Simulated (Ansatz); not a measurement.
The compound is TbO2 (Fm-3m).

The structure is cubic, space group Fm-3m (No. 225). The conventional cell has a = 5.220 Å, b = 5.220 Å, c = 5.220 Å, α = 90.00°, β = 90.00°, γ = 90.00°. Tb has 8 O at 2.26 Å nearest. O has 4 Tb at 2.26 Å nearest. Farther neighbours and most contacts between anions are not listed.

```xyz
3
Lattice="-2.6100 -2.6100 0.0000 -2.6100 0.0000 -2.6100 0.0000 -2.6100 -2.6100" Properties=species:S:1:pos:R:3 pbc="T T T"
Tb    0.0000    0.0000    0.0000
O    -1.3050   -1.3050   -1.3050
O    -3.9150   -3.9150   -3.9150
```

The cell and positions come from the Crystallography Open Database and are kept as given unless a step says otherwise. The program's search for lower electronic states was switched off, so nothing shows that the state found is the lowest. Spin-orbit coupling is left out unless a run names it. PAW set soft_2, made with PBE.

A constrained-RPA run (Ansatz 0.2.0; non-magnetic LDA; Tb f, bands v4 to c3, 6×6×6 mesh, medium accuracy) builds 7 functions on bands 1.1 eV wide, with 7.0 electrons in the window. The bare on-site interaction is 27.8 eV and the bare J 0.74 eV.

**Question.** What U and J survive the screening?

On the Tb f shell, U = 3.21 eV (12 % of the bare value), U′ = 2.03 eV, J = 0.54 eV.

The parent state is non-magnetic and the interaction static (zero frequency); U depends on the window and the orbitals, so it belongs to this model alone.

[Paths, hosts, dates, memory and timing lines, banners, echoed tables and standing remarks are left out of the program output.]

[Logs are printed without paths, hosts, clocks, repeated set-up lines and the standing remarks that a program may print on its own settings, such as how far it seeks lower states.]

[Runs of the session that timed out or met a known fault of the program may be left out.]

[Hosts, paths, dates, database ids (printed as entryN), source tags and the programs' standing remarks are cut or masked in the printed files.]
